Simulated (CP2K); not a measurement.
Two runs for the C K edge of 2-methylthioimidazole. Run A: CP2K XAS_TDP, all-electron GAPW, PBEh(45%), aug-cc-pVDZ, TDA, no relativity. Run B differs in one setting.

First lines with a strength over 0.0015. A:

| atom | energy (eV) | states | strength, one atom |
| --- | --- | --- | --- |
| C1 (bonded to S and 3 H) | 283.44 | 1 | 0.0403 |
|  | 284.69 | 1 | 0.0110 |
|  | 285.39 | 1 | 0.0203 |
|  | 285.59 | 1 | 0.0214 |
|  | 285.90 | 1 | 0.0039 |
| C3 (bonded to 2 N and S) | 283.68 | 1 | 0.0616 |
|  | 285.76 | 1 | 0.0266 |
|  | 286.61 | 1 | 0.0023 |
|  | 287.04 | 1 | 0.0076 |
|  | 288.07 | 1 | 0.0020 |
| C5 (bonded to C, N and H) | 282.58 | 1 | 0.0536 |
|  | 284.68 | 1 | 0.0067 |
|  | 284.84 | 1 | 0.0020 |
|  | 285.18 | 1 | 0.0030 |
|  | 286.26 | 1 | 0.0028 |
| C6 (bonded to C, N and H) | 282.75 | 1 | 0.0514 |
|  | 284.62 | 1 | 0.0108 |
|  | 285.44 | 1 | 0.0041 |
|  | 286.31 | 1 | 0.0028 |
|  | 286.64 | 1 | 0.0024 |

B:

| atom | energy (eV) | states | strength, one atom |
| --- | --- | --- | --- |
| C1 (bonded to S and 3 H) | 289.43 | 1 | 0.0394 |
|  | 290.69 | 1 | 0.0108 |
|  | 291.39 | 1 | 0.0199 |
|  | 291.58 | 1 | 0.0210 |
|  | 291.89 | 1 | 0.0038 |
| C3 (bonded to 2 N and S) | 288.59 | 1 | 0.0606 |
|  | 290.67 | 1 | 0.0261 |
|  | 291.52 | 1 | 0.0023 |
|  | 291.95 | 1 | 0.0074 |
|  | 292.99 | 1 | 0.0020 |
| C5 (bonded to C, N and H) | 288.25 | 1 | 0.0526 |
|  | 290.35 | 1 | 0.0065 |
|  | 290.50 | 1 | 0.0019 |
|  | 290.84 | 1 | 0.0029 |
|  | 291.92 | 1 | 0.0028 |
| C6 (bonded to C, N and H) | 288.40 | 1 | 0.0504 |
|  | 290.26 | 1 | 0.0106 |
|  | 291.09 | 1 | 0.0040 |
|  | 291.97 | 1 | 0.0028 |
|  | 292.30 | 1 | 0.0023 |

**Question.** Which was it: scalar relativity switched on, GW2X switched on, the functional, the basis?

GW2X switched on. GW2X shifts an atom's lines together and keeps their spacings. Against PBEh(45%) in aug-cc-pVDZ, the leading lines move by +5.99 eV (C1, to 289.43), +4.91 eV (C3, to 288.59), +5.67 eV (C5, to 288.25) and +5.65 eV (C6, to 288.40).

[Hosts, paths, dates, database ids (printed as entryN), source tags and the programs' standing remarks are cut or masked in the printed files.]
